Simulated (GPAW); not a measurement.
## 1T-SiSSe monolayer: simulated STM images

What would a tunnelling microscope show on 1T-SiSSe monolayer?

Main program and level: GPAW 26.7.0; GPAW, PAW setups; layer in a repeated cell with vacuum, relaxation of atoms and in-plane cell, in the first sound run; inputs show where later runs differ.

Report form: the programs' logs are mostly left out.

## (1) The structure

The cell holds 3 atoms: 1 Se, 1 Si and 1 S. Its edges and angles: a = 3.405 Å, b = 3.405 Å, c = 17.924 Å, α = 90.0°, β = 90.0°, γ = 120.0°. Vacuum lies along c.

## (2) Relaxation

The atoms are relaxed first, since the surface dipole, and with it the work function, follows the positions of the outer layers.

run.py reads:

```python
import json
import numpy as np
from ase import Atoms
from ase.filters import FrechetCellFilter
from ase.optimize import BFGS
from gpaw import GPAW, PW

slab = Atoms(
    ['Se', 'Si', 'S'],
    positions=[
        [1.70250, 0.98294, 8.00000],
        [0.00000, 0.00000, 9.02922],
        [-0.00000, 1.96588, 9.92364]],
    cell=[[3.405, 0.0, 0.0], [-1.7025, 2.94882, 0.0], [0.0, 0.0, 17.9236]],
    pbc=[True, True, True])

slab.calc = GPAW(mode=PW(600), xc='PBE', kpts={'size': (9, 9, 1), 'gamma': True},
                 occupations={'name': 'fermi-dirac', 'width': 0.05}, nbands='200%',
                 convergence={'density': 1e-05}, maxiter=200,
                 symmetry={'tolerance': 1e-3}, txt='slab.txt')
result = {}
# The in-plane cell is free; stress needs a cell that repeats along all three vectors
path = []
opt = BFGS(FrechetCellFilter(slab, mask=[1, 1, 0, 0, 0, 1]), maxstep=0.2)
opt.attach(lambda: path.append((slab.get_potential_energy(), slab.positions.tolist(), slab.get_forces().tolist())))
result['relaxed'] = bool(opt.run(fmax=0.02, steps=45))
result['path'] = path
result['cell'] = slab.cell.tolist()
print('in-plane lattice', slab.cell.cellpar().round(4)[[0, 1, 5]])
energy = slab.get_potential_energy()
fermi = slab.calc.get_fermi_level()
v = slab.calc.get_electrostatic_potential().mean((0, 1)) - fermi
n = slab.calc.get_pseudo_density().mean((0, 1))
L = slab.cell[2, 2]
z = np.arange(len(v)) * L / len(v)
low, high = slab.positions[:, 2].min(), slab.positions[:, 2].max()
below, above = np.interp([low - 5.8, high + 5.8], z, v)
slopes = [np.interp(x, z, np.gradient(v, z)) for x in (low - 5.8, high + 5.8)]
eps = np.array([[slab.calc.get_eigenvalues(k, s) for k in range(len(slab.calc.get_ibz_k_points()))]
                for s in range(slab.calc.get_number_of_spins())]) - fermi
top, bottom = eps[eps < 0].max(), eps[eps > 0].min()
dipole = slab.get_dipole_moment()[2]
print(f'energy {energy:.4f} eV, Fermi level {fermi:.4f} eV, dipole {dipole:.5f} e A')
print(f'potential 5.8 A off the faces, from the Fermi level: lower {below:.4f} eV, upper {above:.4f} eV')
print(f'slope of the potential there: lower {slopes[0]:.5f}, upper {slopes[1]:.5f} eV/A')
print(f'nearest levels on the mesh: {top:.4f} and {bottom:.4f} eV')
print('magnetic moment', round(slab.get_magnetic_moment(), 3))
result.update(energy=energy, fermi=fermi, dipole=dipole, below=below, above=above, slopes=slopes, edges=[top, bottom],
              z=z.tolist(), v=v.tolist(), n=n.tolist(), positions=slab.positions.tolist(),
              forces=slab.get_forces(apply_constraint=False).tolist(), moments=slab.get_magnetic_moments().tolist())
json.dump(result, open('result.json', 'w'))
```

Launch:

```console
$ OMP_NUM_THREADS=1 OPENBLAS_NUM_THREADS=1 python run.py
```

The job ended after 2.3 min (1 thread of Intel Xeon Platinum 8488C (Sapphire Rapids), shared host; peak memory 0.3 GiB).

This step gave:

- dipole along the normal: -0.02566 e·Å
- levels nearest the Fermi level on the mesh: -0.3859, 0.3779 eV from the Fermi level

The electrostatic potential energy of an electron (without an applied field's), less the Fermi level, planar mean by z:

```csv
z (Å),"electrostatic potential energy of an electron (without an applied field's), less the Fermi level, planar mean (eV)"
0,5.46
1,5.43
2,5.41
3,5.38
4,5.35
5,5.31
6,4.84
7,-3.45
8,-9.85
9,-12.7
10,-10.5
11,-0.0745
12,5.35
13,5.57
14,5.56
15,5.53
16,5.51
17,5.48
```

The pseudo valence density, planar mean oscillates, so the rows of the table below give means over windows of 0.5 Å about each position, cut where the curve ends. Its maxima inside the range that stand out by 2 % of the span (Å: e/Å³): 7.17: 0.362, 8.02: 0.455, 9.90: 0.460, 10.58: 0.367. Its minima: 7.51: 0.214, 9.05: 0.218, 10.41: 0.348.

Pseudo valence density, planar mean against z; means over each step:

```csv
z (Å),"pseudo valence density, planar mean (e/Å³)"
3.5,1.5e-5
4.0,6.5e-5
4.5,2.9e-4
5.0,0.00130
5.5,0.00586
6.0,0.0265
6.5,0.109
7.0,0.290
7.5,0.276
8.0,0.409
8.5,0.339
9.0,0.239
9.5,0.346
10.0,0.438
10.5,0.361
11.0,0.243
11.5,0.0735
12.0,0.0161
12.5,0.00336
13.0,7.2e-4
13.5,1.6e-4
14.0,3.4e-5
```

The relaxation lowered the energy of the cell by 2.58 eV (energies extrapolated to zero smearing; the optimiser's log prints free energies). The largest force left on a free atom is 0.0088 eV/Å.

## (3) The slab's potential

With the geometry fixed, the planar mean of the potential gives the vacuum level on each side.

This step: GPAW, PAW setups; slab in vacuum (GPAW 26.7.0).

The cell differs from the one that the last finished run ended in (c 17.924 → 18.762 Å).

run.py reads:

```python
import json
import numpy as np
from ase import Atoms
from ase.dft.stm import STM
from gpaw import GPAW, PW

slab = Atoms(
    ['Se', 'Si', 'S'],
    positions=[
        [1.70481, 0.98427, 8.00000],
        [0.00000, -0.00000, 9.45658],
        [-0.00000, 1.96854, 10.76174]],
    cell=[[3.40961, -0.0, 0.0], [-1.70481, 2.95282, 0.0], [0.0, 0.0, 18.7617]],
    pbc=[True, True, False])

slab.calc = GPAW(mode=PW(400), xc='PBE', kpts={'size': (9, 9, 1), 'gamma': True},
                 occupations={'name': 'fermi-dirac', 'width': 0.05}, nbands='200%',
                 convergence={'density': 1e-05}, maxiter=200,
                 poissonsolver={'dipolelayer': 'xy'},
                 symmetry={'tolerance': 1e-3}, txt='slab.txt')
result = {}
energy = slab.get_potential_energy()
fermi = slab.calc.get_fermi_level()
v = slab.calc.get_electrostatic_potential().mean((0, 1)) - fermi
n = slab.calc.get_pseudo_density().mean((0, 1))
L = slab.cell[2, 2]
z = np.arange(len(v)) * L / len(v)
low, high = slab.positions[:, 2].min(), slab.positions[:, 2].max()
below, above = np.interp([low - 5.8, high + 5.8], z, v)
slopes = [np.interp(x, z, np.gradient(v, z)) for x in (low - 5.8, high + 5.8)]
eps = np.array([[slab.calc.get_eigenvalues(k, s) for k in range(len(slab.calc.get_ibz_k_points()))]
                for s in range(slab.calc.get_number_of_spins())]) - fermi
top, bottom = eps[eps < 0].max(), eps[eps > 0].min()
dipole = slab.get_dipole_moment()[2]
print(f'energy {energy:.4f} eV, Fermi level {fermi:.4f} eV, dipole {dipole:.5f} e A')
print(f'potential 5.8 A off the faces, from the Fermi level: lower {below:.4f} eV, upper {above:.4f} eV')
print(f'slope of the potential there: lower {slopes[0]:.5f}, upper {slopes[1]:.5f} eV/A')
print(f'nearest levels on the mesh: {top:.4f} and {bottom:.4f} eV')
print('magnetic moment', round(slab.get_magnetic_moment(), 3))
result.update(energy=energy, fermi=fermi, dipole=dipole, below=below, above=above, slopes=slopes, edges=[top, bottom],
              z=z.tolist(), v=v.tolist(), n=n.tolist(), positions=slab.positions.tolist(),
              forces=slab.get_forces(apply_constraint=False).tolist(), moments=slab.get_magnetic_moments().tolist())

# Images need the states of the whole zone, up to time reversal
slab.calc = slab.calc.fixed_density(symmetry={'point_group': False}, txt='states.txt', nbands='260%',
                                    convergence={'bands': 'CBM+0.8'})
stm = STM(slab)
result['stm'] = []
for bias in [-0.5, 0.5]:
    height = high + 4.0
    current = stm.get_averaged_current(bias, height)
    x, y, h = stm.scan(bias, current)
    i, f = divmod(height / L * stm.ldos.shape[2], 1)
    I = abs((1 - f) * stm.ldos[:, :, int(i)] + f * stm.ldos[:, :, int(i) + 1])
    print(f'bias {bias} V: mean current at 4.0 A {current:.4e}, corrugation {np.ptp(h):.4f} A')
    result['stm'].append(dict(bias=bias, current=current, h=(h - high).tolist(), I=I.tolist()))
json.dump(result, open('result.json', 'w'))
```

It took 20 s on 1 thread; peak memory 0.28 GiB.

Numbers from this step:

```
dipole along the normal                    : -0.01873 e·Å
levels nearest the Fermi level on the mesh : -0.3870, 0.3790 eV from the Fermi level
upper work function                        : 5.631 eV
lower work function                        : 5.293 eV
corrugation 0.5                            : 0.6863 Å
upper ionisation energy                    : 6.018 eV
```

Table of electrostatic potential energy of an electron (without an applied field's), less the Fermi level, planar mean by z:

```csv
z (Å),"electrostatic potential energy of an electron (without an applied field's), less the Fermi level, planar mean (eV)"
0.0,5.46
0.5,5.29
1.0,5.29
1.5,5.29
2.0,5.29
2.5,5.29
3.0,5.29
3.5,5.29
4.0,5.29
4.5,5.29
5.0,5.29
5.5,5.26
6.0,5.16
6.5,4.70
7.0,2.66
7.5,-5.48
8.0,-18.9
8.5,-8.17
9.0,-7.36
9.5,-12.7
10.0,-7.05
10.5,-12.4
11.0,-11.3
11.5,1.08
12.0,4.67
12.5,5.43
13.0,5.59
13.5,5.62
14.0,5.63
14.5,5.63
15.0,5.63
15.5,5.63
16.0,5.63
16.5,5.63
17.0,5.63
17.5,5.63
18.0,5.63
18.5,5.58
```

Table of pseudo valence density, planar mean by z:

```csv
z (Å),"pseudo valence density, planar mean (e/Å³)"
0.00,7.0e-7
0.42,9.2e-7
1.04,-1.2e-6
1.46,-1.3e-6
2.08,1.5e-6
2.50,1.7e-6
2.92,2.1e-6
3.54,3.2e-6
3.96,1.4e-5
4.59,9.6e-5
5.00,3.3e-4
5.42,0.00114
6.05,0.00742
6.46,0.0261
7.09,0.154
7.50,0.344
7.92,0.218
8.55,0.445
8.96,0.326
9.59,0.236
10.01,0.379
10.63,0.400
11.05,0.369
11.47,0.224
12.09,0.0392
12.51,0.0105
13.13,0.00149
13.55,4.1e-4
13.97,1.2e-4
14.59,1.6e-5
15.01,3.7e-6
15.63,1.7e-6
16.05,1.0e-6
16.47,6.7e-7
17.09,0
17.51,0
18.14,0
18.55,-5.6e-7
```

Tip height over the top atom over a1 and a2. Sample bias 0.5 V, constant current at the mean current 4.0 Å over the top atom.

Ten even steps from '0' (3.52 Å) to '9' (4.21 Å):
```
5556665555666555
5555444444455555
6654332233456666
6643210123466676
6643100134667777
7542000245778887
7542112457889988
7543234578899988
7543345789999998
7644467889999988
6655667899999987
6656678999999987
6556678999999876
5556778889888776
5556677888877665
5556667777766655
```
Columns: a1 from 0 to 0.938; rows upwards: a2 from 0 to 0.938.

Local density of states summed over the bias window over a1 and a2. Sample bias 0.5 V, constant height 4.0 Å over the top atom.

Ten even steps from '0' (0.20 × 1e-7 arbitrary) to '9' (1.66 × 1e-7 arbitrary):
```
3233333333333323
3332222122223333
3321111111123333
3321000001233444
4321000012344554
4321000123456665
4311001134567765
4321012346778776
4321123467899876
4321234578999875
4322345679999765
3333346789998764
3333456778877654
3233456677766543
3333445566554433
3333344444443333
```
Columns: a1 from 0 to 0.938; rows upwards: a2 from 0 to 0.938.

The layer is gapped, so the Fermi level lies somewhere inside the gap, set by smearing and numerics, and these work functions are no property of the material; the band edges below the vacuum level are. The potential is flat to 3.3e-5 eV/Å where it is read, so the vacuum is wide enough. At -0.5 V the search found no usable constant-current contour near the set height, so the printed corrugation is no image; it is left out.

## (4) A changed run

One more run, with changed settings.

run.py, as its differences from that of step 3:

```diff
@@ -3,3 +3,2 @@
 from ase import Atoms
-from ase.dft.stm import STM
 from gpaw import GPAW, PW
@@ -15,5 +14,5 @@
 
-slab.calc = GPAW(mode=PW(400), xc='PBE', kpts={'size': (9, 9, 1), 'gamma': True},
+slab.calc = GPAW(mode=PW(400), xc='pbe96', kpts={'size': (9, 9, 1), 'gamma': True},
                  occupations={'name': 'fermi-dirac', 'width': 0.05}, nbands='200%',
-                 convergence={'density': 1e-05}, maxiter=200,
+                 convergence={'density': 1e-05}, maxiter=100,
                  poissonsolver={'dipolelayer': 'xy'},
@@ -42,16 +41,2 @@
               forces=slab.get_forces(apply_constraint=False).tolist(), moments=slab.get_magnetic_moments().tolist())
-
-# Images need the states of the whole zone, up to time reversal
-slab.calc = slab.calc.fixed_density(symmetry={'point_group': False}, txt='states.txt', nbands='260%',
-                                    convergence={'bands': 'CBM+0.8'})
-stm = STM(slab)
-result['stm'] = []
-for bias in [-0.5, 0.5]:
-    height = high + 4.0
-    current = stm.get_averaged_current(bias, height)
-    x, y, h = stm.scan(bias, current)
-    i, f = divmod(height / L * stm.ldos.shape[2], 1)
-    I = abs((1 - f) * stm.ldos[:, :, int(i)] + f * stm.ldos[:, :, int(i) + 1])
-    print(f'bias {bias} V: mean current at 4.0 A {current:.4e}, corrugation {np.ptp(h):.4f} A')
-    result['stm'].append(dict(bias=bias, current=current, h=(h - high).tolist(), I=I.tolist()))
 json.dump(result, open('result.json', 'w'))
```

The job ended after 0.56 s (1 thread; peak memory 0.1 GiB).

The program refused the input before any cycle.

The program's message: “NameError: Unknown functional: pbe96.”

The change that led to it: xc = "pbe96".

## (5) Summary of results

- work function, upper and lower face (Fermi level placed in the gap by the smearing): 5.631 and 5.293 eV
- ionisation energy from the upper face (highest filled level on the mesh): 6.02 eV
- electron affinity from the upper face (lowest empty Kohn-Sham level on the mesh): 5.25 eV
- dipole along the normal: -0.0187 e Å
- corrugation at 0.5 V: 0.686 Å

At 0.5 V the tip height varies by 0.69 Å over the cell. Negative sample bias images filled states, positive bias empty ones. The two faces differ by 0.34 eV, the step that the slab's dipole makes (e p/(ε0 A) gives 0.34 eV), so the dipole layer is needed. The levels nearest the Fermi level on the mesh lie 0.766 eV apart, so the slab is gapped there: the smearing puts the Fermi level inside the gap, and from either face the ionisation energy is the work function plus 0.39 eV. Both are Kohn-Sham levels on the mesh, and semilocal gaps are too small, so the affinity tends to come out too large and the ionisation energy too small. The images are of Tersoff-Hamann type: an s-wave tip, no tip-sample forces, heights closer than in a microscope. The relaxation of atoms and cell ran in a fully periodic cell without the dipole layer, so the atoms of this polar layer felt a small spurious field. Biases count from a Fermi level whose place in the gap is arbitrary, so only their reach past the band edges has a meaning. The layer's cell and atoms come from the relaxation; spin-orbit coupling and temperature are left out.

[Logs are printed without paths, hosts, clocks, repeated set-up lines and the standing remarks that a program may print on its own settings, such as how far it seeks lower states.]

[Hosts, paths, dates, database ids (printed as entryN), source tags and the programs' standing remarks are cut or masked in the printed files.]
